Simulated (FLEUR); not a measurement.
# Anisotropy of FePt (volume factor 1.04 on the database's cell) with FLEUR, part 2 of 2

One state of FePt (volume factor 1.04 on the database's cell) is converged without symmetry. Force theorems then give its anisotropy.

FLEUR MaX-R8.1; PBE; all-electron FLAPW, Dirac cores, scalar-relativistic bands.

So far. Step 2 (Self-consistent state): After 25 cycles the largest moment stands at 3.05 μB.

### 5. Spin–orbit coupling, moments along [001]

Level of this step: PBE; all-electron FLAPW, Dirac cores, scalar-relativistic bands with spin-orbit coupling (FLEUR).

Spin–orbit coupling ties the spins to the lattice and lets orbital moments form.

A new self-consistent run of the start ferro +, with the moments along z. The k list default-1 (kpts.xml, not shown) is a Γ-centred 20×20×15 mesh.

The input, inp.xml:

```
<?xml version="1.0" encoding="UTF-8" standalone="no"?>
<fleurInput fleurInputVersion="0.39">
   <comment>
      FePt
   </comment>
   <calculationSetup>
      <cutoffs Kmax="3.6" Gmax="10.8" GmaxXC="10.8" numbands="72"/>
      <scfLoop itmax="110" minDistance="0.00002" maxIterBroyd="15" imix="Anderson" alpha="0.05" precondParam="0.0" spinf="2.0" sdNocoIR="T"/>
      <coreElectrons ctail="T" frcor="F" kcrel="0" coretail_lmax="0"/>
      <xcFunctional name="pbe" relativisticCorrections="F"/>
      <magnetism jspins="2"/>
      <soc l_soc="T" theta="0.0" phi="0.0" spav="F"/>
      <expertModes spex="0" secvar="F"/>
      <geometryOptimization l_f="F" forcealpha="1.0" forcemix="BFGS" epsdisp="0.00001" epsforce="0.00001"/>
      <ldaU l_linMix="F" mixParam="0.05" spinf="1.0"/>
   </calculationSetup>
   <cell>
      <bzIntegration valenceElectrons="32.0" mode="hist" fermiSmearingEnergy="0.00183747">
         <kPointListSelection listName="default-1"/>
         <xi:include xmlns:xi="http://www.w3.org/2001/XInclude" href="kpts.xml"> </xi:include>
      </bzIntegration>
      <xi:include xmlns:xi="http://www.w3.org/2001/XInclude" href="sym.xml"> </xi:include>
      <bulkLattice scale="1.0">
         <bravaisMatrix>
            <row-1>    5.2143962043523588     0.0000000000000000     0.0000000000000000</row-1>
            <row-2>    0.0000000000000000     5.2143962043523588     0.0000000000000000</row-2>
            <row-3>    0.0000000000000000     0.0000000000000000     7.1222889086950207</row-3>
         </bravaisMatrix>
      </bulkLattice>
   </cell>
   <atomSpecies>
      <species name="Iron (Fe) 2.800" element="Fe" atomicNumber="26">
         <mtSphere radius="2.5" gridPoints="827" logIncrement="0.015"/>
         <atomicCutoffs lmax="10" lnonsphr="8"/>
         <electronConfig flipSpins="F">
            <coreConfig>(1s1/2) (2s1/2) (2p1/2) (2p3/2)</coreConfig>
            <valenceConfig>(3s1/2) (3p1/2) (3p3/2) (4s1/2) (3d3/2) (3d5/2)</valenceConfig>
            <stateOccupation state="(3d3/2)" spinUp="1.4" spinDown="1.0"/>
            <stateOccupation state="(3d5/2)" spinUp="3.0" spinDown="0.6"/>
         </electronConfig>
         <energyParameters s="4" p="4" d="3" f="4"/>
         <lo type="SCLO" l="0" n="3" eDeriv="0"/>
         <lo type="SCLO" l="1" n="3" eDeriv="0"/>
      </species>
      <species name="Platinum (Pt)" element="Pt" atomicNumber="78">
         <mtSphere radius="2.5" gridPoints="827" logIncrement="0.016"/>
         <atomicCutoffs lmax="10" lnonsphr="8"/>
         <electronConfig flipSpins="F">
            <coreConfig>(1s1/2) (2s1/2) (2p1/2) (2p3/2) (3s1/2) (3p1/2) (3p3/2) (4s1/2) (3d3/2) (3d5/2) (4p1/2) (4p3/2) (5s1/2) (4d3/2) (4d5/2) (4f5/2) (4f7/2)</coreConfig>
            <valenceConfig>(5p1/2) (5p3/2) (6s1/2) (5d3/2) (5d5/2)</valenceConfig>
            <stateOccupation state="(6s1/2)" spinUp="0.500000" spinDown="0.500000"/>
            <stateOccupation state="(5d3/2)" spinUp="1.800000" spinDown="1.800000"/>
            <stateOccupation state="(5d5/2)" spinUp="2.700000" spinDown="2.700000"/>
         </electronConfig>
         <energyParameters s="6" p="6" d="5" f="5"/>
         <lo type="SCLO" l="1" n="5" eDeriv="0"/>
      </species>
   </atomSpecies>
   <atomGroups>
      <atomGroup species="Iron (Fe) 2.800">
         <relPos label="                   1">.0000000000 .0000000000 .0000000000</relPos>
         <force calculate="T" relaxXYZ="TTT"/>
      </atomGroup>
      <atomGroup species="Platinum (Pt)">
         <relPos label="                   2">1.000/2.000 1.000/2.000 1.000/2.000</relPos>
         <force calculate="T" relaxXYZ="TTT"/>
      </atomGroup>
   </atomGroups>
   <output dos="F" band="F" slice="F">
      <bandDOS minEnergy="-.5*Htr" maxEnergy="0.5*Htr" sigma="0.015" storeEVData="T"/>
      <plotting iplot="0" polar="F">
         <plot TwoD="T" vec1="  1.0  0.0  0.0" vec2="  0.0  1.0  0.0" vec3="  0.0  0.0  1.0" zero="  0.0  0.0  0.0" file="plot"/>
      </plotting>
      <moessbauerParams electricFieldGradient="F" isomerShift="F" coreHyperfine="F" valenceHyperfine="F"/>
   </output>
</fleurInput>
```

The input, crystal.txt:

```
FePt
&input film=F cartesian=F /
2.75933964000  0.00000000000  0.00000000000
0.00000000000  2.75933964000  0.00000000000
0.00000000000  0.00000000000  3.76895298000
1.8897261246
1.0 1.0 1.0

2
26 0.00000000000  0.00000000000  0.00000000000 : 2.800
78 0.50000000000  0.50000000000  0.50000000000

&soc 0.0000000 0.0000000 /
&kpt div1=20 div2=20 div3=15 gamma=T /
```

Launch:

```console
OMP_NUM_THREADS=1 inpgen -f crystal.txt > inpgen.log  # inp.xml is then edited as shown
OMP_NUM_THREADS=1 mpirun -n 4 fleur_MPI > fleur.log
```

Log:

```text
[banner, memory and clock lines left out]
Welcome to FLEUR        (www.flapw.de)
      MaX-Release 8.1          (www.max-centre.eu)

 ========== k-point set info ==========
 Selected k-point list: default-1
 k-point list type: mesh
 20 x 20 x 15
 Number of k points: 816

 [... set-up left out ...]
 Iteration:     1   Distance:      41.00060121 me/bohr^3
 Iteration:     2   Distance:      15.26451178 me/bohr^3
 Iteration:     3   Distance:      12.74949935 me/bohr^3
 Iteration:     4   Distance:       9.42836363 me/bohr^3
 Iteration:     5   Distance:       9.40256413 me/bohr^3
 Iteration:     6   Distance:       9.21937451 me/bohr^3
 Iteration:     7   Distance:       3.71069561 me/bohr^3
 Iteration:     8   Distance:       1.36501657 me/bohr^3
 Iteration:     9   Distance:       1.01143456 me/bohr^3
 Iteration:    10   Distance:       0.61149965 me/bohr^3
 Iteration:    11   Distance:       0.10417051 me/bohr^3
 Iteration:    12   Distance:       0.07819429 me/bohr^3
 Iteration:    13   Distance:       0.02727847 me/bohr^3
 Iteration:    14   Distance:       0.02073964 me/bohr^3
[... lines left out ...]
 Iteration:    19   Distance:       0.00083620 me/bohr^3
 Iteration:    20   Distance:       0.00045283 me/bohr^3
 Iteration:    21   Distance:       0.00048932 me/bohr^3
 Iteration:    22   Distance:       0.00010051 me/bohr^3
 Iteration:    23   Distance:       0.00003816 me/bohr^3
 Iteration:    24   Distance:       0.00003516 me/bohr^3
 Iteration:    25   Distance:       0.00000483 me/bohr^3

 ********************************************************************
 Run finished successfully
 Stop message:
   all done
 ********************************************************************

--- out.xml (last complete iteration) ---
<iteration numberForCurrentRun="   25" overallNumber="   25">
         [... left out ...]
         <bandgap value="0.0000000000" units="eV"/>
         <sumValenceSingleParticleEnergies value="-19.1890140271" units="Htr"/>
         <FermiEnergy value="0.3994628069" units="Htr"/>
         [... left out ...]
         <magneticMomentsInMTSpheres units="muBohr">
            <globalMagMoment atomType="1" vec="0.00000   0.00000   3.02311"/>
            <globalMagMoment atomType="2" vec="0.00000   0.00000   0.37177"/>
         </magneticMomentsInMTSpheres>
         <orbitalMomentsInMTSpheres units="muBohr">
            <globalMagMoment atomType="1" vec="0.00000   0.00000   0.06693"/>
            <globalMagMoment atomType="2" vec="0.00000   0.00000   0.05225"/>
         </orbitalMomentsInMTSpheres>
         [... left out ...]
         <totalEnergy value="   -19719.5940208794" units="Htr">
            <sumOfEigenvalues value="   -12064.5515549243">
               <coreElectrons value="-12045.3625408972"/>
               <valenceElectrons value="-19.1890140271"/>
            </sumOfEigenvalues>
         [... left out ...]
            <freeEnergy value="-19719.5944552998"/>
            <extrapolationTo0K value="-19719.5942380896"/>
         </totalEnergy>
         <densityConvergence units="me/bohr^3">
            <chargeDensity spin="1" distance="0.0000026290"/>
            <chargeDensity spin="2" distance="0.0000032663"/>
            <overallChargeDensity distance="0.0000048260"/>
            <spinDensity distance="0.0000034453"/>
         </densityConvergence>
      </iteration>
```

It took 10 min on 4 MPI ranks of Arm Neoverse V1, shared host; peak memory 0.9 GiB.

This step gave:

```
free energy                                                       : -536597.5013 eV
program's band gap on this mesh (in a metal only a level spacing) : 0 eV
magnetization                                                     : 3.324 μB
final state                                                       : ferromagnetic
largest moment                                                    : 3.023 μB
orbital moment along the spin                                     : 0.06693 μB
```

Orbital moment in the sphere, along the spin axis by atom:

```tsv
atom	orbital moment in the sphere, along the spin axis (μB)
Fe1	0.0669
Pt2	0.0522
```

### 6. Outcome

```yaml
reference_state: ferromagnetic
largest_sphere_moment: 3.05 μB
easy_direction_of_those_tried: [001]
energy_along_100_less_001_force_theorem: 2.16 meV a primitive cell
orbital_moment_on_the_atom_of_largest_spin_along_its_spin_spin_orbit_run: 0.0669 μB
```

**Reading.** By the force theorem the moments prefer [001]; shape anisotropy is not in it. The difference for the second direction goes from 2.2 meV (mesh 14×14×10, 72 states, 6.9 min of CPU time) to 2.2 meV (mesh 20×20×15, 72 states, 21 min). The orbital moment is parallel to the spin. The state was typed, and no other order was converged beside it, so it need not be the ground state.

[Logs and program files are shortened in this print: banners, set-up blocks, solver, clock and traceback lines can be left out without a mark of their own.]

[Logs are printed without paths, hosts, clocks, repeated set-up lines and the standing remarks that a program may print on its own settings, such as how far it seeks lower states.]

[Hosts, paths, dates, database ids (printed as entryN), source tags and the programs' standing remarks are cut or masked in the printed files.]

[Where a cell is said to come from a database of computed structures, the database is the Materials Project.]
